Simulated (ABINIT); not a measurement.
# Quasiparticle gap of SrTiO3 (Tausonite) in ABINIT

How does a plane-wave GW calculation on SrTiO3 (Tausonite) run from the first input to the gap?

Calculated with ABINIT 10.8.3; PBE and many-body steps on it, plane waves.

**The experiments to reproduce.**

- Gap 3.77 eV: direct gap (M0 critical point); spectroscopic ellipsometry, second-derivative fit; 300 K; bulk crystal (commercial single crystal) (“Optical probe of ferroelectric order in bulk and thin film perovskite titanates”, 2013, arxiv:1309.1245).

**1. The starting structure**

It takes space group Pm-3m (No. 221, cubic). The conventional cell has a = 3.905 Å, b = 3.905 Å, c = 3.905 Å, α = 90.00°, β = 90.00°, γ = 90.00°. Nearest to Sr lie 12 O at 2.76 Å. Nearest to Ti lie 6 O at 1.95 Å. Nearest to O lie 2 Ti at 1.95 Å and 4 Sr at 2.76 Å. Farther neighbours, and contacts between anions beyond the nearest, are not listed.

The cell and positions come from the Crystallography Open Database and are kept as given unless a step says otherwise.

**2. Ground state**

This step: ABINIT 10.8.3; DFT, PBE with spin-orbit coupling, plane waves, norm-conserving pseudopotentials.

The ground-state density comes first.

File run.abi:

```
acell 3*1.0 Angstrom
rprim 
  3.905280000000 0.000000000000 0.000000000000
  0.000000000000 3.905280000000 0.000000000000
  0.000000000000 0.000000000000 3.905280000000
ntypat 3
znucl 38 22 8
natom 5
typat 1 2 3 3 3
xred 
  0.500000000000 0.500000000000 0.500000000000
  0.000000000000 0.000000000000 0.000000000000
  0.500000000000 0.000000000000 0.000000000000
  0.000000000000 0.500000000000 0.000000000000
  0.000000000000 0.000000000000 0.500000000000
pp_dirpath "pseudos"
pseudos "Sr.upf, Ti.upf, O.upf"
ecut 38
nspinor 2
ngkpt 4 4 4
nshiftk 1
shiftk 0 0 0
kptopt 1
chksymbreak 0
nband 52
occopt 1
tolvrs 1e-10
nstep 60
prtwf 0
optforces 0
optstress 0
indata_prefix "in"
outdata_prefix "out"
tmpdata_prefix "tmp"
```

On the command line:

```sh
$ OMP_NUM_THREADS=1 mpirun -n 8 abinit run.abi > log
```

What it wrote:

```text
.Version 10.8.3 of ABINIT. v10.8.2 released Aug 2026.

 Symmetries : space group Pm -3 m (#221); Bravais cP (primitive cubic)
================================================================================
 Values of the parameters that define the memory need of the present run
     intxc =       0    ionmov =       0      iscf =       7    lmnmax =      16
     lnmax =      16     mgfft =      45  mpssoang =       5    mqgrid =    3001
     natom =       5  nloc_mem =       1    nspden =       1   nspinor =       2
    nsppol =       1      nsym =      48    n1xccc =    2501    ntypat =       3
    occopt =       1   xclevel =       2
-    mband =          52        mffmem =           1         mkmem =           2
       mpw =        4632          nfft =       91125          nkpt =          10
================================================================================
  Rough estimation (10% accuracy) of disk space for files :
================================================================================

--------------------------------------------------------------------------------
------------- Echo of variables that govern the present computation ------------
--------------------------------------------------------------------------------
 -outvars: echo values of preprocessed input variables --------
            acell      1.8897261259E+00  1.8897261259E+00  1.8897261259E+00 Bohr

      chksymbreak           0
             ecut      3.80000000E+01 Hartree
-          fftalg         312

              ixc     -101130
              kpt      0.00000000E+00  0.00000000E+00  0.00000000E+00
                       2.50000000E-01  0.00000000E+00  0.00000000E+00
                       5.00000000E-01  0.00000000E+00  0.00000000E+00
                       2.50000000E-01  2.50000000E-01  0.00000000E+00
                       5.00000000E-01  2.50000000E-01  0.00000000E+00
                       5.00000000E-01  5.00000000E-01  0.00000000E+00
                       2.50000000E-01  2.50000000E-01  2.50000000E-01
                       5.00000000E-01  2.50000000E-01  2.50000000E-01
                       5.00000000E-01  5.00000000E-01  2.50000000E-01
                       5.00000000E-01  5.00000000E-01  5.00000000E-01
         kptrlatt        4    0    0      0    4    0      0    0    4
          kptrlen      2.95196386E+01
P           mkmem           2
            natom           5
            nband          52
            ngfft          45      45      45
             nkpt          10
          nspinor           2
            nstep          60
             nsym          48
           ntypat           3
              occ      1.000000  1.000000  1.000000  1.000000  1.000000  1.000000
                       1.000000  1.000000  1.000000  1.000000  1.000000  1.000000
                       1.000000  1.000000  1.000000  1.000000  1.000000  1.000000
                       1.000000  1.000000  1.000000  1.000000  1.000000  1.000000
                       1.000000  1.000000  1.000000  1.000000  1.000000  1.000000
                       1.000000  1.000000  1.000000  1.000000  1.000000  1.000000
                       1.000000  1.000000  1.000000  1.000000  0.000000  0.000000
                       0.000000  0.000000  0.000000  0.000000  0.000000  0.000000
                       0.000000  0.000000  0.000000  0.000000
        optforces           0
        optstress           0
            prtwf           0
            rprim      3.9052800000E+00  0.0000000000E+00  0.0000000000E+00
                       0.0000000000E+00  3.9052800000E+00  0.0000000000E+00
[...]
spgroup         221

           tolvrs      1.00000000E-10

             xred      5.0000000000E-01  5.0000000000E-01  5.0000000000E-01
[...]
znucl       38.00000   22.00000    8.00000

================================================================================

 chkinp: Checking input parameters for consistency.

================================================================================
== DATASET  1 ==================================================================
-   mpi_nproc: 8, omp_nthreads: 1 (-1 if OMP is not activated)
-    --> not optimal distribution: autoparal keyword recommended in input file <--

--- !DatasetInfo
iteration_state: {dtset: 1, }
dimensions: {natom: 5, nkpt: 10, mband: 52, nsppol: 1, nspinor: 2, nspden: 1, mpw: 4632, }
cutoff_energies: {ecut:  38.0, pawecutdg:  -1.0, }
electrons: {nelect:   4.00000000E+01, charge:   0.00000000E+00, occopt:   1.00000000E+00, tsmear:   1.00000000E-02, }

 Real(R)+Recip(G) space primitive vectors, cartesian coordinates (Bohr,Bohr^-1):
 R(1)=  7.3799096  0.0000000  0.0000000  G(1)=  0.1355030  0.0000000  0.0000000
 R(2)=  0.0000000  7.3799096  0.0000000  G(2)=  0.0000000  0.1355030  0.0000000
 R(3)=  0.0000000  0.0000000  7.3799096  G(3)=  0.0000000  0.0000000  0.1355030
 Unit cell volume ucvol=  4.0193251E+02 bohr^3
 Angles (23,13,12)=  9.00000000E+01  9.00000000E+01  9.00000000E+01 degrees

 getcut: wavevector=  0.0000  0.0000  0.0000  ngfft=  45  45  45
         ecut(hartree)=     38.000   => boxcut(ratio)=   2.14855

--- Pseudopotential description ------------------------------------------------
- Sr Generated using ONCVPSP code by D. R. Hamann
- 38.00000  10.00000  180419                  znucl, zion, pspdat
[...]
12 -101130 2 -1 1586                          pspcod,pspxc,lmax,lloc,mmax
     nproj     2     3     2     0
     spin-orbit psp
        nprojso     4     2     0
  pspatm : epsatm=   14.68700035
         --- l  ekb(1:nproj) -->
[...]
1    1.974082   -0.084950   -0.000835
[...]
spin-orbit 1    0.068787   -0.038363    0.004495   -0.000209
  spin-orbit 2    0.005108    0.001970
 pspatm: atomic psp has been read  and splines computed

- O Generated using ONCVPSP code by D. R. Hamann
-  8.00000   6.00000  180423                  znucl, zion, pspdat
12 -101130 2 -1 936                           pspcod,pspxc,lmax,lloc,mmax
     nproj     2     2     2     0
     spin-orbit psp
        nprojso     2     2     0
  pspatm : epsatm=    6.19737341
         --- l  ekb(1:nproj) -->
[...]
spin-orbit 1    0.006511    0.001986
  spin-orbit 2   -0.000439    0.000281
 pspatm: atomic psp has been read  and splines computed

   1.84510780E+03                                ecore*ucvol(ha*bohr**3)
--------------------------------------------------------------------------------

_setup2: Arith. and geom. avg. npw (full set) are    4496.516    4496.451

================================================================================

--- !BeginCycle
iteration_state: {dtset: 1, }
solver: {iscf: 7, nstep: 60, nline: 4, wfoptalg: 0, }
tolerances: {tolvrs: 1.00E-10, }

     iter   Etot(hartree)      deltaE(h)  residm     vres2
 ETOT  1  -142.93457321394    -1.429E+02 1.009E-01 1.886E+03
 ETOT  2  -134.82730253830     8.107E+00 1.225E-01 3.145E+04
 ETOT  3  -143.46022462485    -8.633E+00 7.333E-02 4.360E+02
 ETOT  4  -143.47798113992    -1.776E-02 1.483E-02 2.685E+02
 ETOT  5  -143.51789053136    -3.991E-02 4.402E-03 7.635E+01
 ETOT  6  -143.52946763824    -1.158E-02 6.038E-03 1.847E+01
 ETOT  7  -143.53292169685    -3.454E-03 6.216E-03 1.282E+00
 ETOT  8  -143.53317898580    -2.573E-04 3.581E-03 1.076E-01
 ETOT  9  -143.53320073640    -2.175E-05 5.611E-03 3.565E-04
 ETOT 10  -143.53320079880    -6.240E-08 3.061E-03 1.358E-04
 ETOT 11  -143.53320082324    -2.444E-08 4.070E-03 3.748E-06
 ETOT 12  -143.53320082419    -9.519E-10 3.625E-03 3.792E-09
 ETOT 13  -143.53320082420    -7.248E-12 4.071E-03 1.674E-09
 ETOT 14  -143.53320082420    -3.922E-12 2.590E-03 1.285E-10
 ETOT 15  -143.53320082420     8.242E-13 3.965E-03 1.204E-12

 At SCF step   15       vres2   =  1.20E-12 < tolvrs=  1.00E-10 =>converged.

--- !ResultsGS
iteration_state: {dtset: 1, }
comment   : Summary of ground state results
lattice_vectors:
- [  7.3799096,   0.0000000,   0.0000000, ]
- [  0.0000000,   7.3799096,   0.0000000, ]
- [  0.0000000,   0.0000000,   7.3799096, ]
lattice_lengths: [   7.37991,    7.37991,    7.37991, ]
lattice_angles: [ 90.000,  90.000,  90.000, ] # degrees, (23, 13, 12)
lattice_volume:   4.0193251E+02
convergence: {deltae:  8.242E-13, res2:  1.204E-12, residm:  3.965E-03, diffor:  0.000E+00, }
etotal    :  -1.43533201E+02
entropy   :   0.00000000E+00
fermie    :   2.54930020E-01
cartesian_stress_tensor: null
pressure_GPa: null
xred      :
- [  5.0000E-01,   5.0000E-01,   5.0000E-01, Sr]
- [  0.0000E+00,   0.0000E+00,   0.0000E+00, Ti]
- [  5.0000E-01,   0.0000E+00,   0.0000E+00,  O]
- [  0.0000E+00,   5.0000E-01,   0.0000E+00,  O]
- [  0.0000E+00,   0.0000E+00,   5.0000E-01,  O]
cartesian_forces: null
force_length_stats: {min: null, max: null, mean: null, }

 Integrated electronic density in atomic spheres:
 ------------------------------------------------
 Atom  Sphere_radius  Integrated_density
[...]
================================================================================

 ----iterations are completed or convergence reached----

 Mean square residual over all n,k,spin=   20.167E-06; max=  39.649E-04
 reduced coordinates (array xred) for    5 atoms
       0.500000      0.500000      0.500000
       0.000000      0.000000      0.000000
       0.500000      0.000000      0.000000
       0.000000      0.500000      0.000000
       0.000000      0.000000      0.500000
 rms dE/dt=  0.0000E+00; max dE/dt=  0.0000E+00; dE/dt below (all hartree)
    1       0.000000      0.000000      0.000000
    2       0.000000      0.000000      0.000000
    3       0.000000      0.000000      0.000000
    4       0.000000      0.000000      0.000000
    5       0.000000      0.000000      0.000000

 cartesian coordinates (angstrom) at end:
    1      1.952640     1.952640     1.952640
    2      0.000000     0.000000     0.000000
    3      1.952640     0.000000     0.000000
    4      0.000000     1.952640     0.000000
    5      0.000000     0.000000     1.952640
 length scales=  1.889726  1.889726  1.889726 bohr
              =  1.000000  1.000000  1.000000 angstroms
 prteigrs : about to open file out_EIG
 Fermi (or HOMO) energy (hartree) =   0.25493   Average Vxc (hartree)=  -0.42038
 Eigenvalues (hartree) for nkpt=  10  k points:
 kpt#   1, nband= 52, wtk=  0.01563, kpt=  0.0000  0.0000  0.0000 (reduced coord)
  -1.81841   -1.81841   -0.96265   -0.96265   -0.94715   -0.94715   -0.93861   -0.93861
  -0.93861   -0.93861   -0.38324   -0.38324   -0.34716   -0.34716   -0.34716   -0.34716
  -0.31394   -0.31394   -0.27226   -0.27226   -0.27226   -0.27226    0.14926    0.14926
   0.15239    0.15239    0.15239    0.15239    0.21164    0.21164    0.21164    0.21164
   0.21224    0.21224    0.24008    0.24008    0.24244    0.24244    0.24244    0.24244
   0.32381    0.32381    0.32381    0.32381    0.32485    0.32485    0.41526    0.41526
   0.41527    0.41551    0.45518    0.45518
 prteigrs : prtvol=0 or 1, do not print more k-points.

--- !EnergyTerms
iteration_state     : {dtset: 1, }
comment             : Components of total free energy in Hartree
kinetic             :  6.544903E+01
hartree             :  3.019468E+01
xc                  : -2.977533E+01
Ewald energy        : -1.062458E+02
psp_core            :  4.590591E+00
local_psp           : -1.060196E+02
non_local_psp       : -1.726771E+00
total_energy        : -1.435332E+02
total_energy_eV     : -3.905737E+03
band_energy         : -1.202421E+01

== END DATASET(S) ==============================================================
================================================================================

 -outvars: echo values of variables after computation  --------
           etotal     -1.4353320082E+02
            nband          52
             nkpt          10
          spgroup         221
 [... the other variables as echoed above ...]

 Calculation completed.
```

Wall time 80 s (8 MPI ranks of Arm Neoverse V2, shared host); peak memory 0.75 GiB.

This step gave:

* total energy: -3905.7374 eV
* gap: 1.874 eV
* k of the valence top: 0.5, 0.5, 0.5
* k of the conduction bottom: 0, 0, 0
* least direct gap: 2.214 eV

The gap is indirect, with the least direct gap 0.34 eV higher.

(Part 1 of 3 ends here.)

[Long decimals in the printed logs are rounded to 6 places.]

[Logs are printed without paths, hosts, clocks, repeated set-up lines and the standing remarks that a program may print on its own settings, such as how far it seeks lower states.]

[Paths, hosts, dates, memory and timing lines, banners, echoed tables and standing remarks are left out of the program output; an Ansatz launch command may be rebuilt from the run's recorded settings. Measured values are a selection of at most five: reports struck by readers or far from the other reports are left out. None is set beside runs whose start may be inverted or whose files or cutoffs have a known fault.]

[Runs of the session that timed out or met a known fault of the program may be left out.]

[Hosts, paths, dates, database ids (printed as entryN), source tags and the programs' standing remarks are cut or masked in the printed files.]

[G0W0 gaps are taken among the corrected bands and points alone; a level outside them can change the order at an edge.]

[Where Ansatz stands beside ABINIT at settings called matched, ABINIT's density can come from a denser mesh and the files from another edition; pairs whose starting gaps differed by over 0.03 eV were left out, so agreement reads better than it is.]
